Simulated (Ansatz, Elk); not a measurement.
# Bonding as seen by X-rays: V2CdSe4, part 2 of 2

The structure of V2CdSe4 used here is made up (a known structure type with other elements) and was relaxed beforehand with PBEsol. The aim is the Fourier transform of its all-electron density, F(hkl), set beside the sum over free spherical atoms that refinements use.

Elk 11.2.3 (patched build); all-electron DFT.

So far: Starting point; Ground state and structure factors; The magnetisation density; The highest occupied states alone.

The structure was built from a prototype and need not be the compound's stable phase.

## Step 5: Another functional

Level of this step: DFT, PBEsol, all-electron APW+lo, Dirac cores, scalar-relativistic bands, static density, ferromagnetic start (Elk).

The difference from free atoms is small, so it is set against the change that PBEsol makes.

File elk.in:

```
tasks
  0
  195
  196

xctype
  22

spinpol
  .true.

rgkmax
  7.0

gmaxvr
  14.0

lmaxo
  7

lmaxapw
  8

swidth
  0.002

tshift
  .false.

ramdisk
  .false.

hmaxvr
  5.5

maxscl
  120

epspot
  1e-06

reducebf
  0.8

sppath
  './'

avec
  10.51320913580 -0.00000000000 0.00000000000
  -0.00000000000 10.51320913580 -0.00000000000
  0.00000000000 -0.00000000000 10.69014304097

atoms
  3
  'Cd.in'
  1
  0.0000000000 -0.0000000000 0.0000000000   0.000000 0.000000 0.000000
  'Se.in'
  4
  0.7234094557 0.7234094557 0.2605599579   0.000000 0.000000 0.000000
  0.2765905443 0.7234094557 0.7394400421   0.000000 0.000000 0.000000
  0.2765905443 0.2765905443 0.2605599579   0.000000 0.000000 0.000000
  0.7234094557 0.2765905443 0.7394400421   0.000000 0.000000 0.000000
  'V.in'
  2
  0.0000000000 0.5000000000 0.5000000000   0.000000 0.000000 -0.085000
  0.5000000000 -0.0000000000 0.5000000000   0.000000 0.000000 -0.085000

ngridk
  4 4 4
```

On the command line:

```console
$ OMP_NUM_THREADS=4 elk
```

Numbers of over 12 decimals in the logs are rounded to 6 here.

Output:

```text
┌─────────────────────────┐
│ Elk code version 11.2.3 │
└─────────────────────────┘

All units are atomic (Hartree, Bohr, etc.)

┌─────────────────────────────────────────────────┐
│ Ground-state run starting from atomic densities │
└─────────────────────────────────────────────────┘

Lattice vectors :
   10.51320914      -0.000000000       0.000000000
  -0.000000000       10.51320914      -0.000000000
   0.000000000      -0.000000000       10.69014304

Reciprocal lattice vectors :
  0.5976467533       0.000000000       0.000000000
[...]
Moments :
 interstitial                :   0.6641885614
 muffin-tins
  species : 1 (Cd)
[...]
species : 2 (Se)
[...]
species : 3 (V)
   atom 1                    :    1.810883785
   atom 2                    :    1.810883785
 total in muffin-tins        :    3.335629754
 total moment                :    3.999818316

┌──────────────────────────────┐
│ Self-consistent loop stopped │
└──────────────────────────────┘

Warning : core states of species 1 leak from the muffin-tin :   0.2465882980E-03

Warning : core states of species 2 leak from the muffin-tin :   0.1686628962E-03

Wrote STATE.OUT
[key lines of the parts left out:]
total energy                :     -17204.502960261
```

Run time: 10 min. Hardware: 4 threads of Arm Neoverse V1, shared host; peak memory 0.78 GiB.

Against the first run R = 0.03 %; the largest change is -0.066 at 111. The moment goes from 4.00 to 4.00 μB.

## Step 6: Basis size

The basis and the expansions that go with it are enlarged, to see whether the differences are converged.

Edit elk.in of step 5 so:

```diff
@@ -6,3 +6,3 @@
 xctype
-  22
+  20
 
@@ -12,12 +12,12 @@
 rgkmax
-  7.0
+  8.5
 
 gmaxvr
-  14.0
+  18.0
 
 lmaxo
-  7
+  9
 
 lmaxapw
-  8
+  10
```

On the command line:

```console
$ OMP_NUM_THREADS=4 elk
```

Output:

```text
┌─────────────────────────┐
│ Elk code version 11.2.3 │
└─────────────────────────┘

All units are atomic (Hartree, Bohr, etc.)

┌─────────────────────────────────────────────────┐
│ Ground-state run starting from atomic densities │
└─────────────────────────────────────────────────┘

Lattice vectors :
   10.51320914      -0.000000000       0.000000000
  -0.000000000       10.51320914      -0.000000000
   0.000000000      -0.000000000       10.69014304

Reciprocal lattice vectors :
  0.5976467533       0.000000000       0.000000000
[...]
error                       :   0.1057864907E-02

Moments :
 interstitial                :   0.6273566394
 muffin-tins
  species : 1 (Cd)
[...]
species : 2 (Se)
[...]
species : 3 (V)
   atom 1                    :    1.824273412
   atom 2                    :    1.824273412
 total in muffin-tins        :    3.372632604
 total moment                :    3.999989244

RMS change in Kohn-Sham potential (target) :   0.1203927852E-03 (  0.1000000000E-05)
Absolute change in total energy (target)   :   0.3038975991E-01 (  0.1000000000E-03)

┌──────────────────┐
│ Loop number : 12 │
└──────────────────┘
[key lines of the parts left out:]
total energy                :     -17215.740534993
```

Wall time 9.3 min (4 threads); peak memory 1.2 GiB.

The run was cut off at its time limit.

## Step 7: With a Hubbard U

A Hubbard U is put on the d shell, to see how far it moves the factors.

Edit elk.in of step 6 so:

```diff
@@ -12,12 +12,12 @@
 rgkmax
-  8.5
+  7.0
 
 gmaxvr
-  18.0
+  14.0
 
 lmaxo
-  9
+  7
 
 lmaxapw
-  10
+  8
 
@@ -70 +70,5 @@
   4 4 4
+
+dft+u
+  1 1
+  3 2 0.113923 0.000000
```

On the command line:

```console
$ OMP_NUM_THREADS=4 elk
```

Output:

```text
┌─────────────────────────┐
│ Elk code version 11.2.3 │
└─────────────────────────┘

All units are atomic (Hartree, Bohr, etc.)

┌─────────────────────────────────────────────────┐
│ Ground-state run starting from atomic densities │
└─────────────────────────────────────────────────┘

Lattice vectors :
   10.51320914      -0.000000000       0.000000000
  -0.000000000       10.51320914      -0.000000000
   0.000000000      -0.000000000       10.69014304

Reciprocal lattice vectors :
  0.5976467533       0.000000000       0.000000000
[...]
error                       :   0.1559672669E-02

Moments :
 interstitial                :   0.4311945855
 muffin-tins
  species : 1 (Cd)
[...]
species : 2 (Se)
[...]
species : 3 (V)
   atom 1                    :    1.964181396
   atom 2                    :    1.964181396
 total in muffin-tins        :    3.568588851
 total moment                :    3.999783437

RMS change in Kohn-Sham potential (target) :   0.6154756090E-03 (  0.1000000000E-05)
Absolute change in total energy (target)   :   0.3735202318E-01 (  0.1000000000E-03)

┌──────────────────┐
│ Loop number : 13 │
└──────────────────┘
[key lines of the parts left out:]
total energy                :     -17215.483162785
```

Run time: 5.6 min. Hardware: 4 threads; peak memory 0.77 GiB.

The run was cut off at its time limit.

## Step 8: Settings against the effect

```csv
run,R against the first run (%),"R against neutral atoms, low angle (%)",wall time
"PBE, rgkmax 7",0.00,0.43,11 min
PBEsol,0.03,0.44,10 min
```

## Step 9: Summary of results

```
R against neutral atoms, sin θ/λ < 0.3 Å⁻¹ : 0.43 %
R against neutral atoms, 0.3 to 0.64 Å⁻¹   : 0.17 %
```

**Reading.** Independent neutral atoms miss the calculated amplitudes by R = 0.43 % below 0.3 Å⁻¹ and 0.17 % from there to 0.64 Å⁻¹; by shells, 0.77 % below 0.15 Å⁻¹ (4 forms), 0.41 % 0.15 to 0.3 (19 forms), 0.18 % 0.3 to 0.45 (35 forms), 0.17 % above 0.45 (91 forms). Bonding, aspherical density and the tables' own atoms all enter these figures, and the runs don't part them. The largest change of an amplitude is +0.60 electrons, at 111. R counts amplitudes alone; phases shift too. The magnetic order is that of the start. No other order was tried here, and an antiferromagnetic one would change or move the magnetic intensity. The window's part falls from 46.0 electrons at the origin to at most 1.25 between 0.45 and 0.64 Å⁻¹, where compact states inside the window still scatter. Below 0.3 Å⁻¹ the changes that finished (PBEsol) move F by R = 0.02 % at most, against the 0.43 % that separates it from free atoms. The magnetic factors move by R = 1.4 % (PBEsol). The basis has no finished test. The k-mesh has no finished test. Part of the difference isn't bonding: the tables are fits to free atoms and ions calculated by other methods than this functional. Thermal motion, anomalous dispersion and extinction are left out.

[Logs are printed without paths, hosts, clocks, repeated set-up lines and the standing remarks that a program may print on its own settings, such as how far it seeks lower states.]

[Hosts, paths, dates, database ids (printed as entryN), source tags and the programs' standing remarks are cut or masked in the printed files.]
